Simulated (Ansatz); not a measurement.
# As (R-3m, 2 atoms in the cell): modes against uniaxial strain along c, part 2 of 2

Wanted: the shifts of the zone-centre modes of As (R-3m, 2 atoms in the cell) with strain.

Ansatz 0.2.0; DFT PBEsol, scalar-relativistic, plane waves, PAW; PAW set soft_1.

So far, highest optical mode at the zone centre (no LO-TO term) (cm⁻¹): step 4 (zone-centre response at rest) 236.

The database entry behind the starting cell differs from later determinations by our own check (old inner coordinate), so it need not match the best structure at ambient conditions.

## Step 5: A member of the series: uniaxial strain of +4 % along c

The cell takes a uniaxial strain of +4 % along c. The strained length and the angles are held, while the rest of the cell and the atoms relax.

The input, input.yaml:

```yaml
crystal:
  lattice:
    - [1.882795307, 1.0870323773, 3.5010731241]
    - [-1.882795307, 1.0870323773, 3.5010731241]
    - [0.0, -2.1740647547, 3.501073124]
  atoms:
    - { symbol: As, position: [0.771238638, 0.7712386381, 0.771238638] }
    - { symbol: As, position: [0.228761362, 0.2287613619, 0.228761362] }
  conventional_axes: [[1, -1, 0], [0, 1, -1], [1, 1, 1]]
kpoints:
  mp_grid: { grid: [15, 15, 15] }
hamiltonian:
  xc: pbesol
  pseudopotentials: { kind: paw, azcp: { folder: soft_1 }, xc_functional: pbe }
scf:
  occupations: { method: methfessel_paxton, width: 0.2 }
output:
  forces: true
  stress: true
  eigenvalues: true
relax:
  adjacent_minimum: "off"
  f_tol: 0.001
  max_steps: 60
  cell: { stress_tol: 0.01, fix: [c, angles] }
```

The run is started by

```console
$ ansatz run input.yaml --threads 4 --pin off --max-ram 10240MiB --backend cpu --events-out ev --progress --plain --runs-dir out
```

Numbers of over 12 decimals in the logs are rounded to 6 here.

Log:

```text
[...]
k-point 903: bands = [... 11 lower, 0.4676, 3.9724, 5.9887, 6.1048, 11.7550, 15.3879, 16.7244, 17.3453]
--- Relaxed structure (4 steps of the walk, 4 accepted, 1 SCFs on fresh bases) ---
[...]
cell:  # Å, volume = 42.8596 Å³
    - [1.879872, 1.085345, 3.501073]
    - [-1.879872, 1.085345, 3.501073]
    - [0, -2.170690, 3.501073]
  atoms:
    - { symbol: As, position: [0.771702, 0.771702, 0.771702] }
    - { symbol: As, position: [0.228298, 0.228298, 0.228298] }
[key lines of the parts left out:]
SCF converged after 6 iterations
Free energy (F): -9626.046984 eV
Fermi energy:    10.198686 eV
P = ⅓ Tr σ = -0.5091 GPa (-5.091 kbar)
```

Wall time 1.9 min (4 threads of Intel Xeon at 2.50GHz (Skylake/Cascade Lake), shared host); peak memory 0.91 GiB.

Step by step:

```csv
step,energy less that of the first step (eV),largest force component (eV/Å),pressure (GPa),volume (Å³)
1,0.0000,0.0920,-1.00,42.99
2,-0.0006,0.0331,-0.48,42.90
3,-0.0007,0.0027,-0.46,42.83
4,-0.0007,0.0005,-0.51,42.86
5*,-0.0007,0.0005,-0.51,42.86
```

Relaxation steps marked * repeat the geometry before them on a plane-wave basis chosen anew for their cell, so energy and pressure can jump there.

```csv
"conventional cell, symmetrised",before,after,change
a (Å),3.766,3.760,-0.2 %
b (Å),3.766,3.760,-0.2 %
c (Å),10.503,10.503,+0.0 %
volume (Å³/atom),21.50,21.43,-0.3 %
```

Final coordinates:

```
As
1.0
     1.87987    1.08534    3.50107
    -1.87987    1.08534    3.50107
     0.00000   -2.17069    3.50107
As
2
Cartesian
  0.0000 0.0000 8.1054
  0.0000 0.0000 2.3979
```

Numbers from this step:

```yaml
pressure: -0.5091 GPa
volume_per_atom: 21.43 Å³
```

The largest force component left is 0.48 meV/Å.

## Step 6: Zone-centre modes of the member: uniaxial strain of +4 % along c

The zone-centre modes follow for uniaxial strain of +4 % along c.

input.yaml, the sections that differ from step 5:

```yaml
crystal:
  lattice:
    - [1.8798723767, 1.0853448227, 3.5010731241]
    - [-1.8798723767, 1.0853448227, 3.5010731241]
    - [0.0, -2.1706896455, 3.501073124]
  atoms:
    - { symbol: As, position: [0.7717018818, 0.7717018818, 0.7717018818] }
    - { symbol: As, position: [0.2282981182, 0.2282981182, 0.2282981182] }
output:
  eigenvalues: true
phonons:
  method: dfpt
# kpoints, hamiltonian, scf: as in step 5
# relax: removed
```

Log:

```text
[...]
Crystal: 2 atoms, lattice volume = 42.860 Å³
Basis set: ecut = 420 eV, 845 PW (Γ), exchange–correlation on 60×60×60 points (8 copies of the dense FFT grid, shifted against one another)
Bands: 19, of which v1, the nominal top of the filled ones, is band 15 counted from 1 (14 counted from 0)
Symmetry: 12 space group operations
k-points: 904 of 3375 (irreducible under 2 space group operations, time reversal used)
[...]
SCF iter   1: F=—  HF=-9626.065629 eV  |F-HF|=—  |Δ(HF+E_count)|=         —  Δρ=2.32e-2  dr2=1.44e-1  ethr=3.10e-3  ⟨swp⟩=5.0  Hψ=78504  notcnv=0
[...]
SCF iter  12: F=-9626.046984 eV  HF=-9626.046984 eV  |F-HF|=0.00e0  |Δ(HF+E_count)|=  3.64e-12  S|Δr|=    0.00e0  Δρ=3.77e-8  dr2=9.51e-13  ethr=1.00e-12  ⟨swp⟩=5.0  Hψ=68739  notcnv=0
SCF 1 converged in 12 iterations: F = -9626.046984 eV  dr2 = 9.51e-13
[...]
SCF converged after 12 iterations
[...]
Free energy (F): -9626.046984 eV
[...]
Internal energy: -9626.048098 eV  (E = F + TS)
E sigma→0 (E₀):  -9626.047263 eV
Entropy (-TS):   0.001114 eV (0.557 meV/atom)
Fermi energy:    10.198685 eV
[...]
--- Band table (eV; the first three rows and the last of 904) ---
  k-point 0: bands = [... 11 lower, 4.3170, 7.5467, 8.2174, 8.2174, 11.9915, 13.1181, 13.1181, 16.9197]
  k-point 1: bands = [... 11 lower, 4.1056, 7.5915, 8.1646, 8.1745, 12.1138, 12.9690, 13.0541, 16.4597]
  k-point 2: bands = [... 11 lower, 3.5337, 7.5906, 8.0603, 8.1855, 12.1756, 12.6861, 12.8408, 15.8848]
  k-point 903: bands = [... 11 lower, -0.0034, 7.6502, 8.3409, 10.0566, 10.7027, 11.0615, 12.5334, 17.9957]
[...]
ASR residual: 4.385e-6 → 0.000e0 eV/Å²; symmetrization residual: 2.135e-6 eV/Å²
  ASR residual per site (eV/Å²): 4.38e-6 4.38e-6
  Γ frequencies (cm⁻¹): 0.00 0.00 0.00 178.40 178.40 240.48
[...]
```

Elapsed: 2.1 min, on 4 threads; peak memory 2.3 GiB.

Numbers from this step:

```
sum-rule residual before enforcement                    : 4.38e-6 eV/Å²
highest optical mode at the zone centre (no LO-TO term) : 240.5 cm⁻¹
lowest optical zone-centre mode                         : 178.4 cm⁻¹
```

Patterns of degenerate modes are one choice out of their space. Modes at Γ:

```csv
mode,frequency (cm⁻¹),symmetry
1,0.0,acoustic
2,0.0,acoustic
3,0.0,acoustic
4,178.4,Eg
5,178.4,Eg
6,240.5,A1g
```

The lowest optical mode is real, 178 cm⁻¹, and the highest lies at 240.5 cm⁻¹.

## Step 7: A member of the series: uniaxial strain of -4 % along c

The cell takes a uniaxial strain of -4 % along c. The strained length and the angles are held, while the rest of the cell and the atoms relax.

input.yaml, the sections that differ from step 6:

```yaml
crystal:
  lattice:
    - [1.9003707208, 1.0971795472, 3.2317598069]
    - [-1.9003707208, 1.0971795472, 3.2317598069]
    - [0.0, -2.1943590945, 3.2317598068]
  atoms:
    - { symbol: As, position: [0.7683230081, 0.7683230073, 0.7683230081] }
    - { symbol: As, position: [0.2316769919, 0.2316769927, 0.2316769919] }
  conventional_axes: [[1, -1, 0], [0, 1, -1], [1, 1, 1]]
output:
  forces: true
  stress: true
  eigenvalues: true
relax:
  adjacent_minimum: "off"
  f_tol: 0.001
  max_steps: 60
  cell: { stress_tol: 0.01, fix: [c, angles] }
# kpoints, hamiltonian, scf: as in step 6
# phonons: removed
```

Log:

```text
[...]
Crystal: 2 atoms, lattice volume = 40.430 Å³
Basis set: ecut = 420 eV, 779 PW (Γ), exchange–correlation on 54×54×54 points (8 copies of the dense FFT grid, shifted against one another)
Bands: 19, of which v1, the nominal top of the filled ones, is band 15 counted from 1 (14 counted from 0)
Symmetry: 4 space group operations
k-points: 904 of 3375
[...]
k-point 903: bands = [... 11 lower, 1.4356, 4.2980, 6.4424, 6.6864, 12.6468, 16.6789, 17.5125, 18.9534]
--- Relaxed structure (3 steps of the walk, 3 accepted, 1 SCFs on fresh bases) ---
[...]
cell:  # Å, volume = 40.5746 Å³
    - [1.903761, 1.099137, 3.231760]
    - [-1.903761, 1.099137, 3.231760]
    - [-5.253497963763511e-19, -2.198274, 3.231760]
  atoms:
    - { symbol: As, position: [0.767834, 0.767834, 0.767834] }
    - { symbol: As, position: [0.232166, 0.232166, 0.232166] }
[key lines of the parts left out:]
SCF converged after 6 iterations
Free energy (F): -9626.043574 eV
Fermi energy:    10.867474 eV
P = ⅓ Tr σ = 0.8280 GPa (8.280 kbar)
```

Wall time 79 s (4 threads); peak memory 0.91 GiB; 4.8 min of CPU time.

Step by step:

```csv
step,energy less that of the first step (eV),largest force component (eV/Å),pressure (GPa),volume (Å³)
1,0.0000,0.0795,1.36,40.43
2,-0.0006,0.0044,0.79,40.59
3,-0.0006,0.0004,0.83,40.57
4*,-0.0006,0.0004,0.83,40.57
```

Relaxation steps marked * repeat the geometry before them on a plane-wave basis chosen anew for their cell, so energy and pressure can jump there.

```csv
"conventional cell, symmetrised",before,after,change
a (Å),3.801,3.808,+0.2 %
b (Å),3.801,3.808,+0.2 %
c (Å),9.695,9.695,+0.0 %
volume (Å³/atom),20.22,20.29,+0.4 %
```

The relaxed structure:

```xyz
2
Lattice="1.9038 1.0991 3.2318 -1.9038 1.0991 3.2318 0.0000 -2.1983 3.2318" Properties=species:S:1:pos:R:3 pbc="T T T"
As    0.0000    0.0000    7.4444
As    0.0000    0.0000    2.2509
```

This step gave:

* pressure: 0.8280 GPa
* volume per atom: 20.29 Å³

The largest force component left is 0.37 meV/Å.

## Step 8: Modes of this member: uniaxial strain of -4 % along c

The zone-centre modes follow for uniaxial strain of -4 % along c.

input.yaml, the sections that differ from step 7:

```yaml
crystal:
  lattice:
    - [1.9037613668, 1.0991371375, 3.2317598069]
    - [-1.9037613668, 1.0991371375, 3.2317598069]
    - [0.0, -2.1982742752, 3.2317598068]
  atoms:
    - { symbol: As, position: [0.7678340074, 0.7678340074, 0.7678340074] }
    - { symbol: As, position: [0.2321659926, 0.2321659926, 0.2321659926] }
output:
  eigenvalues: true
phonons:
  method: dfpt
# kpoints, hamiltonian, scf: as in step 7
# relax: removed
```

Log:

```text
[...]
Crystal: 2 atoms, lattice volume = 40.575 Å³
Basis set: ecut = 420 eV, 779 PW (Γ), exchange–correlation on 54×54×54 points (8 copies of the dense FFT grid, shifted against one another)
Bands: 19, of which v1, the nominal top of the filled ones, is band 15 counted from 1 (14 counted from 0)
Symmetry: 12 space group operations
k-points: 904 of 3375 (irreducible under 2 space group operations, time reversal used)
[...]
k-point 1: bands = [... 11 lower, 5.2778, 8.6959, 8.7781, 8.9312, 13.3349, 14.1058, 14.1147, 16.8737]
  k-point 2: bands = [... 11 lower, 4.5104, 8.6476, 8.7666, 9.2441, 13.1961, 13.7248, 13.7407, 16.5177]
  k-point 903: bands = [... 11 lower, 0.4062, 8.2043, 8.9113, 10.3266, 11.1062, 11.2415, 12.9112, 19.4849]
[...]
ASR residual: 1.769e-5 → 0.000e0 eV/Å²; symmetrization residual: 1.211e-6 eV/Å²
  ASR residual per site (eV/Å²): 1.77e-5 1.77e-5
  Γ frequencies (cm⁻¹): 0.00 0.00 0.00 140.71 140.71 222.41
[...]
[key lines of the parts left out:]
SCF converged after 11 iterations
Free energy (F): -9626.043574 eV
Fermi energy:    10.867474 eV
```

Elapsed: 1.9 min, on 4 threads; peak memory 2.2 GiB; 6.6 min of CPU time.

Numbers from this step:

| Quantity | Value |
| --- | --- |
| sum-rule residual before enforcement | 1.77e-5 eV/Å² |
| highest optical mode at the zone centre (no LO-TO term) | 222.4 cm⁻¹ |
| lowest optical zone-centre mode | 140.7 cm⁻¹ |

Patterns of degenerate modes are one choice out of their space. Modes at Γ:

```csv
mode,frequency (cm⁻¹),symmetry
1,0.0,acoustic
2,0.0,acoustic
3,0.0,acoustic
4,140.7,Eg
5,140.7,Eg
6,222.4,A1g
```

Displacements in mode 5 (140.7 cm⁻¹), the largest set to 1:
```
As1  0.00 -1.00  0.00
As2  0.00  1.00  0.00
```

Displacements in mode 6 (222.4 cm⁻¹), the largest set to 1:
```
As1  0.00  0.00  1.00
As2  0.00  0.00 -1.00
```

The lowest optical mode is real, 141 cm⁻¹, and the highest lies at 222.4 cm⁻¹.

For the highest optical mode at the zone centre (no LO-TO term), step 4 gave 236 cm⁻¹; this run, with strain -4 %, gives 222 cm⁻¹ (-6 %).

## Step 9: All members side by side

The members are set side by side, also those not shown above.

Stress is positive in compression; energies are extrapolated to zero smearing, and E0 is that at rest; the edges not held and the atoms are relaxed in each cell; all runs use 15×15×15 k points and Methfessel-Paxton smearing of 0.2 eV. State of the crystal along the series:

```csv
strain (%),stress along the axis (GPa),free strain along a (%),free strain along b (%),E - E0 (meV/atom)
-4,2.481,0.6689,0.6689,6.14
-3,1.783,0.4896,0.4896,3.338
-2,1.131,0.3198,0.3198,1.434
-1,0.5329,0.1576,0.1576,0.3482
0,-0.006234,0,0,0
1,-0.4919,-0.1439,-0.1439,0.3189
2,-0.9043,-0.2912,-0.2912,1.225
3,-1.247,-0.4397,-0.4397,2.631
4,-1.519,-0.5943,-0.5943,4.449
```

Optical modes are counted from below at rest and tracked from member to member by their patterns, and modes that stay within 0.3 cm⁻¹ of each other stand once; labels, where given, are those at rest; the edges not held and the atoms are relaxed in each cell; all runs use 15×15×15 k points and Methfessel-Paxton smearing of 0.2 eV. Optical modes along the series:

```csv
strain (%),optical mode 1 Eg (cm⁻¹),optical mode 2 A1g (cm⁻¹)
-4,140.7,222.4
-3,148.7,226.1
-2,155,229.6
-1,160.3,232.9
0,164.9,236
1,168.9,238.3
2,172.4,239.8
3,175.5,240.5
4,178.4,240.5
```

Value and slope at zero strain of a cubic (a lower polynomial where under five rows exist) through the rows within 2 % of rest. Slopes at rest:

```csv
mode,frequency (cm⁻¹),shift per percent of strain (cm⁻¹),shift per GPa of compressive stress (cm⁻¹)
optical mode 1 Eg,164.9,4.31,-8.39
optical mode 2 A1g,235.9,2.71,-5.28
```

## Step 10: Results

```
members                                                          : 9
highest optical mode at the zone centre (no LO-TO term), at rest : 236.0 cm⁻¹
Young’s modulus along c                                          : 51.4 GPa
optical mode 1 Eg, shift per percent                             : 4.31 cm⁻¹
optical mode 2 A1g, shift per percent                            : 2.71 cm⁻¹
```

The stress changes by 0.51 GPa for each percent, a Young’s modulus of 51 GPa along c. For each percent the free edge responds with -0.15 %. Within 2 % of rest optical mode 2 A1g bends away from a straight line, so a single slope holds only near rest. The fastest shift in the table of slopes is 4.3 cm⁻¹ for each percent (optical mode 1 Eg), or -8.4 cm⁻¹ for each GPa of compressive stress. For small strain, the measured shift of a line that Raman or infrared light can see, divided by its slope, estimates the stress, if the state of stress is of this kind. These are harmonic frequencies at zero temperature: anharmonic shifts, linewidths and thermal expansion are left out. With no gap, or one that is small against the smearing, the frequencies hang on the k mesh and the smearing, most of all near Kohn anomalies. The PAW files were made for PBE; the program adapts parts of them to the functional of the run, but their partial waves stay those of PBE, an approximation that was not tested in this session. Only the zone centre was solved, so an instability at another wavevector cannot show here.

[Logs are printed without paths, hosts, clocks, repeated set-up lines and the standing remarks that a program may print on its own settings, such as how far it seeks lower states.]

[Hosts, paths, dates, database ids (printed as entryN), source tags and the programs' standing remarks are cut or masked in the printed files.]
